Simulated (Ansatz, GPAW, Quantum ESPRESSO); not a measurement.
# Simulated XPS, UPS and emission spectra of Ba2ZnP2, part 3 of 8

Wanted: projected DOS of Ba2ZnP2, weighted into photoemission and X-ray emission spectra, at several levels of theory. Spin–orbit coupling is left out of the bands throughout.

Ansatz 0.2.0, Quantum ESPRESSO 7.5 and GPAW 26.7.0; DFT, LDA, plane-wave PAW, default files, scalar-relativistic (the session's first sound run).

So far, gap on the path (eV): step 2 (self-consistent run, DOS and bands, LDA) 0.560; step 3 (with PBEsol) 0.592.

**4. The same cell in Quantum ESPRESSO**

This step: DFT, LDA, plane waves, ultrasoft GBRV pseudopotentials, scalar-relativistic (Quantum ESPRESSO 7.5).

The main run's cell is run in Quantum ESPRESSO, with other potentials, to see which digits hang on the program.

Input file scf.in:

```
&control
  calculation = 'scf'
  prefix = 'pes'
  outdir = './tmp'
  pseudo_dir = './pp'
  tprnfor = .true.
  tstress = .true.
/
&system
  ibrav = 0
  nat = 10
  ntyp = 3
  ecutwfc = 40.0
  ecutrho = 200.0
  occupations = 'smearing'
  nbnd = 74
  smearing = 'fd'
  degauss = 0.00147
/
&electrons
  conv_thr = 1e-08
  mixing_beta = 0.5
  electron_maxstep = 120
/
ATOMIC_SPECIES
Ba 137.3270 ba_lda_v1.uspp.F.UPF
Zn 65.3800 zn_lda_v1.uspp.F.UPF
P 30.9738 p_lda_v1.5.uspp.F.UPF
CELL_PARAMETERS angstrom
 -3.378000000 6.554000000 3.192500000
 3.378000000 -6.554000000 3.192500000
 3.378000000 6.554000000 -3.192500000
ATOMIC_POSITIONS crystal
Ba 0.859700000 0.308820000 0.168520000
Ba 0.140300000 0.691180000 0.831480000
Ba 0.640300000 0.808820000 0.449120000
Ba 0.359700000 0.191180000 0.550880000
Zn 0.750000000 0.750000000 0.000000000
Zn 0.250000000 0.250000000 0.000000000
P 0.606490000 0.299920000 0.906410000
P 0.393510000 0.700080000 0.093590000
P 0.893510000 0.799920000 0.693430000
P 0.106490000 0.200080000 0.306570000
K_POINTS automatic
6 6 6 0 0 0
```

Command:

```console
$ OMP_NUM_THREADS=1 mpirun -n 4 pw.x -nk 4 -in scf.in > scf.out
```

The log of the run:

```text
Program PWSCF v.7.5 starts

     This program is part of the open-source Quantum ESPRESSO suite
     for quantum simulation of materials; please cite
         "P. Giannozzi et al., J. Phys.:Condens. Matter 21 395502 (2009);
         "P. Giannozzi et al., J. Phys.:Condens. Matter 29 465901 (2017);
         "P. Giannozzi et al., J. Chem. Phys. 152 154105 (2020);
          URL
     in publications or presentations arising from this work. More details at

     Parallel version (MPI & OpenMP), running on       4 processor cores
     Number of MPI processes:                 4
     Threads/MPI process:                     1

     MPI processes distributed on     1 nodes
     86188 MiB available memory on the printing compute node when the environment starts

     Current dimensions of program PWSCF are:
     Max number of different atomic species (ntypx) = 10
     Max number of k-points (npk) =  40000
     Max angular momentum in pseudopotentials (lmaxx) =  4
     Message from routine setup:
     using ibrav=0 with symmetry is DISCOURAGED, use correct ibrav instead

     K-points division:     npool     =       4
     Subspace diagonalization in iterative solution of the eigenvalue problem:
     a serial algorithm will be used

     G-vector sticks info
     --------------------
     sticks:   dense  smooth     PW     G-vecs:    dense   smooth      PW
     Sum        2681    2137    675                91153    65221   11469

     Using Slab Decomposition

     bravais-lattice index     =            0
     lattice parameter (alat)  =      15.1836  a.u.
     unit-cell volume          =    1907.8911 (a.u.)^3
     number of atoms/cell      =           10
     number of atomic types    =            3
     number of electrons       =       100.00
     number of Kohn-Sham states=           74
     kinetic-energy cutoff     =      40.0000  Ry
     charge density cutoff     =     200.0000  Ry
     scf convergence threshold =      1.0E-08
     mixing beta               =       0.5000
     number of iterations used =            8  plain     mixing
     Exchange-correlation=  SLA  PZ   NOGX NOGC
                           (   1   1   0   0   0   0   0)

     celldm(1)=  15.183553  celldm(2)=   0.000000  celldm(3)=   0.000000
     celldm(4)=   0.000000  celldm(5)=   0.000000  celldm(6)=   0.000000

     crystal axes: (cart. coord. in units of alat)
               a(1) = (  -0.420422   0.815703   0.397335 )
               a(2) = (   0.420422  -0.815703   0.397335 )
               a(3) = (   0.420422   0.815703  -0.397335 )

     reciprocal axes: (cart. coord. in units 2 pi/alat)
               b(1) = (  0.000000  0.612968  1.258385 )
               b(2) = (  1.189282 -0.000000  1.258385 )
               b(3) = (  1.189282  0.612968  0.000000 )

     PseudoPot. # 1 for Ba read from file:
     ./pp/ba_lda_v1.uspp.F.UPF
     Pseudo is Ultrasoft + core correction, Zval = 10.0
     Generated by new atomic code, or converted to UPF format
     Using radial grid of  907 points,  7 beta functions with:
                l(1) =   0
                l(2) =   0
                l(3) =   1
                l(4) =   1
                l(5) =   2
                l(6) =   2
                l(7) =   3
     Q(r) pseudized with  6 coefficients,  rinner =    1.700   1.700   1.700
                                                       1.700   1.700   1.700
                                                       1.700

     PseudoPot. # 2 for Zn read from file:
     ./pp/zn_lda_v1.uspp.F.UPF
     Pseudo is Ultrasoft, Zval = 20.0
     Generated by new atomic code, or converted to UPF format
     Using radial grid of  943 points,  6 beta functions with:
                l(1) =   0
                l(2) =   0
                l(3) =   1
                l(4) =   1
                l(5) =   2
                l(6) =   2
     Q(r) pseudized with  8 coefficients,  rinner =    1.100   1.100   1.100
                                                       1.100   1.100

     PseudoPot. # 3 for P  read from file:
     ./pp/p_lda_v1.5.uspp.F.UPF
     Pseudo is Ultrasoft + core correction, Zval =  5.0
     Generated by new atomic code, or converted to UPF format
     Using radial grid of  903 points,  6 beta functions with:
                l(1) =   0
                l(2) =   0
                l(3) =   1
                l(4) =   1
                l(5) =   2
                l(6) =   2
     Q(r) pseudized with  8 coefficients,  rinner =    1.300   1.300   1.300
                                                       1.300   1.300

     atomic species   valence    mass     pseudopotential
     Ba               10.00   137.32700     Ba( 1.00)
     Zn               20.00    65.38000     Zn( 1.00)
     P                 5.00    30.97380     P ( 1.00)

      8 Sym. Ops., with inversion, found ( 4 have fractional translation)

   Cartesian axes

     site n.     atom                  positions (alat units)
         1        Ba     tau(   1) = (  -0.1607524   0.5868165   0.3973346  )
         2        Ba     tau(   2) = (   0.5811741   0.2288862   0.0000000  )
         3        Ba     tau(   3) = (   0.2596692   0.2288862   0.3973346  )
         4        Ba     tau(   4) = (   0.1607524   0.5868165  -0.0000000  )
         5        Zn     tau(   5) = (   0.0000000   0.0000000   0.5960019  )
         6        Zn     tau(   6) = (   0.0000000   0.0000000   0.1986673  )
         7        P      tau(   7) = (   0.2521857   0.9894310  -0.0000000  )
         8        P      tau(   8) = (   0.1682359  -0.1737284   0.3973346  )
         9        P      tau(   9) = (   0.2521857   0.6419743   0.3973346  )
        10        P      tau(  10) = (   0.1682359   0.1737284   0.0000000  )

     number of k points=    46  Fermi-Dirac smearing, width (Ry)=  0.0015
                       cart. coord. in units 2pi/alat
        k(    1) = (   0.0000000   0.0000000   0.0000000), wk =   0.0092593
        k(    2) = (   0.1982137   0.1021614   0.0000000), wk =   0.0370370
        k(    3) = (   0.3964274   0.2043228   0.0000000), wk =   0.0370370
        k(    4) = (  -0.5946411  -0.3064842   0.0000000), wk =   0.0185185
        k(    5) = (   0.1982137  -0.0000000   0.2097309), wk =   0.0370370
        k(    6) = (   0.3964274   0.1021614   0.2097309), wk =   0.0740741
        k(    7) = (   0.5946411   0.2043228   0.2097309), wk =   0.0740741
        k(    8) = (  -0.3964274  -0.3064842   0.2097309), wk =   0.0740741
        k(    9) = (  -0.1982137  -0.2043228   0.2097309), wk =   0.0740741
        k(   10) = (   0.0000000  -0.1021614   0.2097309), wk =   0.0370370
[...]
-117.0295-117.0295 -71.6540 -71.6539 -71.6529 -71.6516 -71.6469 -71.6468
[...]
13.9246  13.9652

          k =-0.1982-0.2043 0.2097 (  8136 PWs)   bands (ev):

  -117.0295-117.0295 -71.6540 -71.6539 -71.6529 -71.6516 -71.6469 -71.6468
[...]
13.9813  14.2015

          k = 0.0000-0.1022 0.2097 (  8142 PWs)   bands (ev):

  -117.0295-117.0295 -71.6540 -71.6539 -71.6529 -71.6516 -71.6469 -71.6468
[...]
14.0203  14.1634

          k = 0.3964-0.0000 0.4195 (  8172 PWs)   bands (ev):

  -117.0295-117.0295 -71.6540 -71.6539 -71.6526 -71.6518 -71.6469 -71.6468
[...]
14.2941  14.4438

          k = 0.5946 0.1022 0.4195 (  8160 PWs)   bands (ev):

  -117.0295-117.0295 -71.6540 -71.6539 -71.6526 -71.6518 -71.6469 -71.6468
[...]
14.4380  14.5617

          k = 0.7929 0.2043 0.4195 (  8157 PWs)   bands (ev):

  -117.0295-117.0295 -71.6540 -71.6539 -71.6526 -71.6518 -71.6469 -71.6468
[...]
14.0770  14.1947

          k =-0.1982-0.3065 0.4195 (  8163 PWs)   bands (ev):

  -117.0295-117.0295 -71.6540 -71.6539 -71.6526 -71.6518 -71.6469 -71.6468
[...]
13.7935  14.0109

          k =-0.0000-0.2043 0.4195 (  8158 PWs)   bands (ev):

  -117.0295-117.0295 -71.6540 -71.6539 -71.6526 -71.6518 -71.6469 -71.6468
[...]
k = 0.1982-0.1022 0.4195 (  8157 PWs)   bands (ev):

  -117.0295-117.0295 -71.6540 -71.6539 -71.6526 -71.6518 -71.6469 -71.6468
[...]
k =-0.5946 0.0000-0.6292 (  8164 PWs)   bands (ev):

[...]
k =-0.3964 0.1022-0.6292 (  8158 PWs)   bands (ev):

[...]
k =-0.1982 0.2043-0.6292 (  8152 PWs)   bands (ev):

[...]
k =-1.1893-0.3065-0.6292 (  8170 PWs)   bands (ev):

[...]
k = 0.3964 0.2043 0.4195 (  8165 PWs)   bands (ev):

[...]
k = 0.5946 0.3065 0.4195 (  8162 PWs)   bands (ev):

[...]
k = 0.0000 0.0000 0.4195 (  8148 PWs)   bands (ev):

[...]
k = 0.5946 0.2043 0.6292 (  8156 PWs)   bands (ev):

[...]
k = 0.7929 0.3065 0.6292 (  8170 PWs)   bands (ev):

[...]
k =-0.0000-0.1022 0.6292 (  8137 PWs)   bands (ev):

[...]
k = 0.1982 0.0000 0.6292 (  8154 PWs)   bands (ev):

[...]
k =-1.1893-0.2043-0.4195 (  8156 PWs)   bands (ev):

[...]
k =-0.9911-0.1022-0.4195 (  8137 PWs)   bands (ev):

[...]
k =-0.7929 0.0000-0.4195 (  8150 PWs)   bands (ev):

[...]
k =-0.0000 0.3065-0.2097 (  8156 PWs)   bands (ev):

[...]
k =-0.9911-0.2043-0.2097 (  8139 PWs)   bands (ev):

[...]
k =-0.7929-0.1022-0.2097 (  8160 PWs)   bands (ev):

[...]
k =-0.5946 0.0000-0.2097 (  8152 PWs)   bands (ev):

[...]
k = 0.0000 0.2043 0.0000 (  8153 PWs)   bands (ev):

[...]
k = 0.1982 0.3065 0.0000 (  8142 PWs)   bands (ev):

[...]
k =-0.7929-0.2043 0.0000 (  8156 PWs)   bands (ev):

[...]
k =-0.5946-0.1022 0.0000 (  8146 PWs)   bands (ev):

[...]
k =-0.3964 0.0000 0.0000 (  8145 PWs)   bands (ev):

  -117.0295-117.0295 -71.6540 -71.6539 -71.6530 -71.6515 -71.6469 -71.6468
[...]
13.9975  14.2061

          k =-0.0000-0.0000 0.8389 (  8100 PWs)   bands (ev):

  -117.0295-117.0295 -71.6540 -71.6539 -71.6526 -71.6518 -71.6469 -71.6469
[...]
14.3475  14.5169

          k =-1.1893-0.1022-0.2097 (  8142 PWs)   bands (ev):

  -117.0295-117.0295 -71.6540 -71.6539 -71.6529 -71.6516 -71.6469 -71.6468
[...]
13.9673  14.2497

          k =-0.9911-0.0000-0.2097 (  8140 PWs)   bands (ev):

  -117.0295-117.0295 -71.6540 -71.6539 -71.6529 -71.6516 -71.6469 -71.6468
[...]
14.0171  14.3577

          k =-0.0000 0.4086-0.0000 (  8159 PWs)   bands (ev):

  -117.0295-117.0295 -71.6540 -71.6539 -71.6530 -71.6515 -71.6469 -71.6468
[...]
13.8006  14.0312

          k =-0.9911-0.1022-0.0000 (  8136 PWs)   bands (ev):

  -117.0295-117.0295 -71.6540 -71.6539 -71.6530 -71.6515 -71.6469 -71.6468
[...]
13.8890  13.9604

          k =-0.7929-0.0000-0.0000 (  8147 PWs)   bands (ev):

  -117.0295-117.0295 -71.6540 -71.6539 -71.6530 -71.6515 -71.6469 -71.6468
[...]
14.3572  14.3811

          k =-1.1893-0.6130-1.2584 (  8156 PWs)   bands (ev):

  -117.0295-117.0295 -71.6540 -71.6539 -71.6530 -71.6515 -71.6469 -71.6468
   -19.5274 -19.5047 -19.4732 -19.4712  -5.1368  -5.1232  -4.8678  -4.8674
    -4.8372  -4.7909  -4.7460  -4.7239  -4.6832  -4.6622  -4.6005  -4.5878
    -1.4609  -1.1640  -1.1050  -1.0216   0.9203   1.0551   1.1108   1.1282
     1.1357   1.1706   1.1887   1.2705   1.3047   1.3099   4.0811   4.2639
     5.7337   6.3517   6.4218   6.4270   6.6028   6.7793   6.8618   7.7842
     7.8454   7.8628   8.5198   8.6885   9.5503   9.6019  10.7291  10.8457
    11.1481  11.4290  11.5336  11.8273  11.9416  12.3151  12.3540  12.3912
    12.4705  12.6591  12.8625  12.9086  12.9270  12.9978  13.3445  13.7710
    13.8321  14.4314

     the Fermi energy is     8.2625 ev

!    total energy              =   -1266.80481010 Ry
     estimated scf accuracy    <          1.6E-09 Ry
     smearing contrib. (-TS)   =      -0.00000000 Ry
     internal energy E=F+TS    =   -1266.80481010 Ry

     The total energy is F=E-TS. E is the sum of the following terms:
     one-electron contribution =   -1166.60410733 Ry
     hartree contribution      =     616.24295045 Ry
     xc contribution           =    -217.80607777 Ry
     ewald contribution        =    -498.63757545 Ry

     convergence has been achieved in  10 iterations

     negative rho (up, down):  3.587E-01 0.000E+00

     Forces acting on atoms (cartesian axes, Ry/au):

     atom    1 type  1   force =    -0.00511944    0.00552828    0.00000000
     atom    2 type  1   force =     0.00511944   -0.00552828   -0.00000000
     atom    3 type  1   force =    -0.00511944   -0.00552828   -0.00000000
     atom    4 type  1   force =     0.00511944    0.00552828   -0.00000000
     atom    5 type  2   force =     0.00000000   -0.00000000    0.00000000
     atom    6 type  2   force =     0.00000000    0.00000000   -0.00000000
     atom    7 type  3   force =     0.00688380   -0.00865707    0.00000000
     atom    8 type  3   force =    -0.00688380    0.00865707   -0.00000000
     atom    9 type  3   force =     0.00688380    0.00865707   -0.00000000
     atom   10 type  3   force =    -0.00688380   -0.00865707    0.00000000

     Total force =     0.026766     Total SCF correction =     0.000013

     Computing stress (Cartesian axis) and pressure

     negative rho (up, down):  3.587E-01 0.000E+00
          total   stress  (Ry/bohr**3)                   (kbar)     P=      -28.07
  -0.00018759  -0.00000000   0.00000000          -27.60       -0.00        0.00
  -0.00000000  -0.00018164   0.00000000           -0.00      -26.72        0.00
   0.00000000   0.00000000  -0.00020311            0.00        0.00      -29.88

     XML data file, charge density, pseudopotentials, collected wavefunctions

     Called by init_run:

     Called by electrons:

     Called by c_bands:

     Called by *egterg:

     Called by h_psi:
                                        0.00s GPU  (     698 calls)

     General routines

     Parallel routines

=------------------------------------------------------------------------------=
   JOB DONE.
=------------------------------------------------------------------------------=
```

It took 3.3 min on 4 MPI ranks of Arm Neoverse V2, shared host; 13 min of CPU time.

This step gave:

```
free energy       : -17235.7575 eV
Fermi energy      : 8.262 eV
pressure          : -2.807 GPa
gap on the k-mesh : 0.5598 eV
```

At this level the gap is 0.56 eV on the k-mesh of the self-consistent run, which can miss the band edges.

(Continued in part 4 of 8.)

[Logs are printed without paths, hosts, clocks, repeated set-up lines and the standing remarks that a program may print on its own settings, such as how far it seeks lower states.]

[Hosts, paths, dates, database ids (printed as entryN), source tags and the programs' standing remarks are cut or masked in the printed files.]

[Maps of the electrostatic potential energy from Ansatz leave out the sawtooth potential of an applied field or a dipole correction, so their vacuum need not be flat; work functions include it.]

[Peak lists hold at most the 14 tallest peaks of each spectrum; further lines can be left out.]
